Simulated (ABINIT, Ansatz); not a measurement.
# KNbS3 (Pm-3m): zone-centre phonons

Wanted: the vibrations of KNbS3 (Pm-3m) at Γ, by two programs.

Method: DFT PBEsol, scalar-relativistic, plane waves, PseudoDojo norm-conserving pseudopotentials, in ABINIT 10.8.3.

Report form: the programs' logs are mostly left out.

The structure was built from a prototype and need not be the compound's stable phase.

## Step 1: The structure

The structure is cubic, space group Pm-3m (No. 221). The conventional cell has a = 4.816 Å, b = 4.816 Å, c = 4.816 Å, α = 90.00°, β = 90.00°, γ = 90.00°. Nearest to K lie 12 S at 3.41 Å. Nb has 6 S at 2.41 Å nearest. Nearest to S lie 2 Nb at 2.41 Å and 4 K at 3.41 Å. Farther neighbours and most contacts between anions are not listed.

Coordinates:

```cif
data_structure
_symmetry_space_group_name_H-M 'P 1'
_symmetry_Int_Tables_number 1
_cell_length_a 4.8156
_cell_length_b 4.8156
_cell_length_c 4.8156
_cell_angle_alpha 90.000
_cell_angle_beta 90.000
_cell_angle_gamma 90.000
_cell_volume 111.67
loop_
_atom_site_label
_atom_site_type_symbol
_atom_site_fract_x
_atom_site_fract_y
_atom_site_fract_z
_atom_site_occupancy
K1 K 0.00000 0.00000 0.00000 1
Nb2 Nb 0.50000 0.50000 0.50000 1
S3 S 0.50000 0.50000 0.00000 1
S4 S 0.50000 0.00000 0.50000 1
S5 S 0.00000 0.50000 0.50000 1
```

## Step 2: Relaxation

The harmonic expansion needs vanishing forces, and a free crystal bears no stress, so cell and atoms are brought to rest. Stress is more sensitive to the basis than forces are: the last 3 Ha under the cutoff are smoothed with ecutsm, and the cutoff is raised above that of the later runs.

The starting cell comes from a relaxation made beforehand in Ansatz (PBEsol, PseudoDojo NC).

relax.abi reads:

```
# relaxation
ionmov 2
optcell 2
dilatmx 1.08
ntime 40
tolmxf 1.0d-05
tolvrs 1.0d-14
prtwf 0
prtden 0
chksymtnons 0

# basis, mesh and filling
ecut 46.0
ecutsm 3.0
ngkpt 6 6 6
nshiftk 1
shiftk 0.0 0.0 0.0
istwfk *1
occopt 3
tsmear 0.01
nband 29
nstep 100
diemac 1000000.0
prtebands 0
prtgsr 0
useylm 1

# cell and atoms
acell 9.100079508 9.100079508 9.100079508
rprim 
    1.0 0.0 0.0
    0.0 1.0 0.0
    0.0 0.0 1.0
ntypat 3
znucl 19 41 16
natom 5
typat 1 2 3 3 3
xred 
    0.0 0.0 0.0
    0.5 0.5 0.5
    0.5 0.5 0.0
    0.5 0.0 0.5
    0.0 0.5 0.5
pp_dirpath "./pseudo"
pseudos "K.upf, Nb.upf, S.upf"
```

On the command line:

```
$ OMP_NUM_THREADS=1 mpirun -n 4 abinit relax.abi > relax.log
```

Run time: 6.7 min. Hardware: 4 MPI ranks of Intel Xeon at 2.70GHz, shared host.

Step by step:

| step | energy less that of the first step (eV) | largest force (eV/Å) | volume (Å³) |
| --- | --- | --- | --- |
| 1 | 0.0000 | 0.0000 | 111.67 |
| 2 | -0.0002 | 0.0000 | 111.77 |
| 3 | -0.0004 | 0.0000 | 112.07 |

| conventional cell, symmetrised | before | after | change |
| --- | --- | --- | --- |
| a (Å) | 4.816 | 4.821 | +0.1 % |
| b (Å) | 4.816 | 4.821 | +0.1 % |
| c (Å) | 4.816 | 4.821 | +0.1 % |
| volume (Å³/atom) | 22.33 | 22.41 | +0.4 % |

The relaxed structure:

```xyz
5
Lattice="4.8213 0.0000 0.0000 0.0000 4.8213 0.0000 0.0000 0.0000 4.8213" Properties=species:S:1:pos:R:3 pbc="T T T"
K     0.0000    0.0000    0.0000
Nb    2.4106    2.4106    2.4106
S     2.4106    2.4106    0.0000
S     2.4106    0.0000    2.4106
S     0.0000    2.4106    2.4106
```

Numbers from this step:

```yaml
volume_per_atom: 22.41 Å³
pressure: 0.001059 GPa
gap_on_the_k_mesh: 0 eV
```

The volume changes by +0.4 % from the cell with which this run began.

## Step 3: Self-consistent run for the response

The response is built on these wavefunctions, so the potential is converged far more tightly than an energy would need. Occupations are smeared.

gs.abi reads:

```
# ground state
tolvrs 1.0d-16
prtden 1
prtwf 1

# basis, mesh and filling
ecut 37.0
ngkpt 6 6 6
nshiftk 1
shiftk 0.0 0.0 0.0
istwfk *1
occopt 3
tsmear 0.01
nband 29
nstep 100
diemac 1000000.0
prtebands 0
prtgsr 0
useylm 1

# cell and atoms
acell 9.110852696 9.110852696 9.110852696
rprim 
    1.0 0.0 0.0
    0.0 1.0 0.0
    0.0 0.0 1.0
ntypat 3
znucl 19 41 16
natom 5
typat 1 2 3 3 3
xred 
    0.0 0.0 0.0
    0.5 0.5 0.5
    0.5 0.5 0.0
    0.5 0.0 0.5
    0.0 0.5 0.5
pp_dirpath "./pseudo"
pseudos "K.upf, Nb.upf, S.upf"
```

On the command line:

```
$ OMP_NUM_THREADS=1 mpirun -n 4 abinit gs.abi > gs.log
```

It took 86 s on 4 MPI ranks; 5.7 min of CPU time.

Numbers from this step:

```yaml
pressure: -0.09602 GPa
```

The cell stands at -0.096 GPa, close enough for phonons.

## Step 4: Linear response at Γ

At q = 0 one unit cell holds all displacements. The response is solved for single atoms along the cell's directions, and symmetry skips those that follow from others. The crystal is treated as a metal, which screens a static field, so no field response is asked.

dfpt_gamma.abi reads:

```

# common to the responses
getwfk_filepath "gso_WFK"
kptopt 2
nqpt 1
qpt 0.0 0.0 0.0
asr 0
chneut 0

# displacements
rfphon 1
rfatpol 1 5
rfdir 1 1 1
tolvrs 1.0d-10
prtwf 0

# basis, mesh and filling
ecut 37.0
ngkpt 6 6 6
nshiftk 1
shiftk 0.0 0.0 0.0
istwfk *1
occopt 3
tsmear 0.01
nband 29
nstep 100
diemac 1000000.0
prtebands 0
prtgsr 0
useylm 1

# cell and atoms
acell 9.110852696 9.110852696 9.110852696
rprim 
    1.0 0.0 0.0
    0.0 1.0 0.0
    0.0 0.0 1.0
ntypat 3
znucl 19 41 16
natom 5
typat 1 2 3 3 3
xred 
    0.0 0.0 0.0
    0.5 0.5 0.5
    0.5 0.5 0.0
    0.5 0.0 0.5
    0.0 0.5 0.5
pp_dirpath "./pseudo"
pseudos "K.upf, Nb.upf, S.upf"
```

On the command line:

```
$ OMP_NUM_THREADS=1 mpirun -n 4 abinit dfpt_gamma.abi > dfpt_gamma.log
```

Wall time 13 min (4 MPI ranks); 54 min of CPU time.

Read from the output:

| Property | Result |
| --- | --- |
| largest acoustic frequency at the zone centre before the sum rule | 5.31 cm⁻¹ |
| highest optical zone-centre mode (no LO-TO term) | 333.1 cm⁻¹ |
| lowest optical zone-centre mode | 82.36 cm⁻¹ |

The acoustic modes at Γ come out as far as 5.3 cm⁻¹ from zero, where they should vanish, a small numerical error.

## Step 5: Modes with the sum rule

anaddb reads the merged derivatives and imposes the acoustic sum rule.

anaddb.abi reads:

```
ddb_filepath "gamma_DDB"
output_file "anaddb.abo"
outdata_prefix "anaddb"
asr 1
chneut 1
enunit 2
eivec 1
nph1l 1
qph1l 0.0 0.0 0.0 1.0
```

mrgddb.in reads:

```
gamma_DDB
merged
2
dfpt_gammao_DDB
gso_DDB
```

On the command line:

```
$ mrgddb < mrgddb.in > mrgddb.log
$ OMP_NUM_THREADS=1 anaddb anaddb.abi > anaddb.log
```

Elapsed: 0.69 s, on 1 thread.

Read from the output:

| Item | Value |
| --- | --- |
| lowest optical zone-centre mode | 81.89 cm⁻¹ |

No LO-TO term; unit eigenvectors of the mass-weighted matrix, from anaddb's displacements. Modes at Γ, with each element's share of the kinetic energy:

| mode | frequency (cm⁻¹) | symmetry | K % | Nb % | S % |
| --- | --- | --- | --- | --- | --- |
| 1 | 0.0 | acoustic | 17 | 41 | 42 |
| 2 | 0.0 | acoustic | 17 | 41 | 42 |
| 3 | 0.0 | acoustic | 17 | 41 | 42 |
| 4 | 81.9 | T1u | 61 | 36 | 3 |
| 5 | 81.9 | T1u | 61 | 36 | 3 |
| 6 | 81.9 | T1u | 61 | 36 | 3 |
| 7 | 120.5 | T1u | 22 | 19 | 59 |
| 8 | 120.5 | T1u | 22 | 19 | 59 |
| 9 | 120.5 | T1u | 22 | 19 | 59 |
| 10 | 129.2 | T2u | 0 | 0 | 100 |
| 11 | 129.2 | T2u | 0 | 0 | 100 |
| 12 | 129.2 | T2u | 0 | 0 | 100 |
| 13 | 333.1 | T1u | 0 | 5 | 95 |
| 14 | 333.1 | T1u | 0 | 5 | 95 |
| 15 | 333.1 | T1u | 0 | 5 | 95 |

Displacements in mode 4 (81.9 cm⁻¹), the largest set to 1:
```
K1   0.00  0.00  1.00
Nb2  0.00  0.00 -0.50
S3   0.00  0.00 -0.11
S4   0.00  0.00  0.17
S5   0.00  0.00  0.17
```

Displacements in mode 13 (333.1 cm⁻¹), the largest set to 1:
```
K1   0.00  0.00  0.01
Nb2  0.00  0.00 -0.14
S3   0.00  0.00  1.00
S4   0.00  0.00 -0.30
S5   0.00  0.00 -0.30
```

The rule also moves an optical mode by 0.5 cm⁻¹.

## Step 6: Sum rules set otherwise (asr 0)

Without the rule the raw error of the acoustic modes shows.

Changes to anaddb.abi since step 5:

```diff
@@ -3,4 +3,4 @@
 outdata_prefix "anaddb"
-asr 1
-chneut 1
+asr 0
+chneut 0
 enunit 2
```

mrgddb.in is that of step 5.

The job ended after 0.66 s (1 thread).

Read from the output:

```yaml
lowest_optical_zone_centre_mode: 82.36 cm⁻¹
```

Zone-centre frequencies as printed; negative means imaginary. Modes:

| mode | frequency (cm⁻¹) |
| --- | --- |
| 1 | 5.31 |
| 2 | 5.31 |
| 3 | 5.31 |
| 4 | 82.36 |
| 5 | 82.36 |
| 6 | 82.36 |
| 7 | 120.7 |
| 8 | 120.7 |
| 9 | 120.7 |
| 10 | 129.3 |
| 11 | 129.3 |
| 12 | 129.3 |
| 13 | 333.1 |
| 14 | 333.1 |
| 15 | 333.1 |

## Step 7: A second program

A second program on the same cell, potentials, cutoff and meshes tests the implementation of the phonon response, not its convergence.

This step: DFT PBEsol, scalar-relativistic, plane waves, PseudoDojo norm-conserving pseudopotentials (Ansatz 0.2.0).

input.yaml reads:

```yaml
crystal:
  lattice:
    - [4.8212556186, 0.0, 0.0]
    - [0.0, 4.8212556186, 0.0]
    - [0.0, 0.0, 4.8212556186]
  atoms:
    - { symbol: K, position: [0.0, 0.0, 0.0] }
    - { symbol: Nb, position: [0.5, 0.5, 0.5] }
    - { symbol: S, position: [0.5, 0.5, 0.0] }
    - { symbol: S, position: [0.5, 0.0, 0.5] }
    - { symbol: S, position: [0.0, 0.5, 0.5] }
kpoints:
  mp_grid: { grid: [6, 6, 6] }
hamiltonian:
  xc: pbesol
  pseudopotentials: { kind: nc, accuracy: standard }
scf:
  occupations: { method: fermi_dirac, width: 0.27211 }
output:
  eigenvalues: true
basis:
  ecutwfc: 1006.821
phonons:
  method: dfpt
```

On the command line:

```
$ ansatz run input.yaml --threads 4 --pin off --max-ram 8192MiB --backend cpu --events-out ev --progress --plain --runs-dir out
```

Wall time 75 s (4 threads); peak memory 2.4 GiB.

Read from the output:

```
sum-rule residual before enforcement             : 8.41e-4 eV/Å²
highest optical zone-centre mode (no LO-TO term) : 333.2 cm⁻¹
lowest optical zone-centre mode                  : 81.9 cm⁻¹
```

## Step 8: The two compared: ABINIT PseudoDojo and Ansatz, PseudoDojo

Numbers from this step:

```yaml
root_mean_square_difference: 0.04 cm⁻¹
largest_difference: 0.06 cm⁻¹
```

At the zone centre the largest difference (acoustic modes at Γ apart) is 0.02 % of the highest mode.

## Step 9: Results

| Quantity | Value |
| --- | --- |
| space group after relaxation | Pm-3m |
| volume per atom | 22.4 Å³ |
| highest optical zone-centre mode (no LO-TO term) | 333.1 cm⁻¹ |
| lowest optical zone-centre mode | 81.9 cm⁻¹ |
| imaginary optical modes at the zone centre (no q mesh in this session) | none |
| largest difference from Ansatz, PseudoDojo | 0.06 cm⁻¹ |

In words: At the PBEsol level the optical modes of KNbS3 (Pm-3m) at the zone centre run from 82 to 333 cm⁻¹. ABINIT PseudoDojo and Ansatz, PseudoDojo agree to 0.06 cm⁻¹ (0.02 % of the highest mode compared) on all solved modes but the acoustic ones at Γ, without the LO-TO term. These are harmonic frequencies: anharmonic shifts and widths and the lattice's thermal expansion are left out. The Fermi-Dirac smearing of 0.01 Ha is an electronic temperature of 3158 K, which adds a pressure of its own and can shift the volume and soft modes. In a metal the frequencies hang on the k mesh and the smearing, most of all near Kohn anomalies. Ansatz warns that the cutoff lies 10 % under the one recommended for these files; agreement at one cutoff is not convergence. The structure is a hypothetical one, built on a prototype.

[Host names and launcher messages were left out of these logs when they were recorded.]

[Logs are printed without paths, hosts, clocks, repeated set-up lines and the standing remarks that a program may print on its own settings, such as how far it seeks lower states.]

[Hosts, paths, dates, database ids (printed as entryN), source tags and the programs' standing remarks are cut or masked in the printed files.]
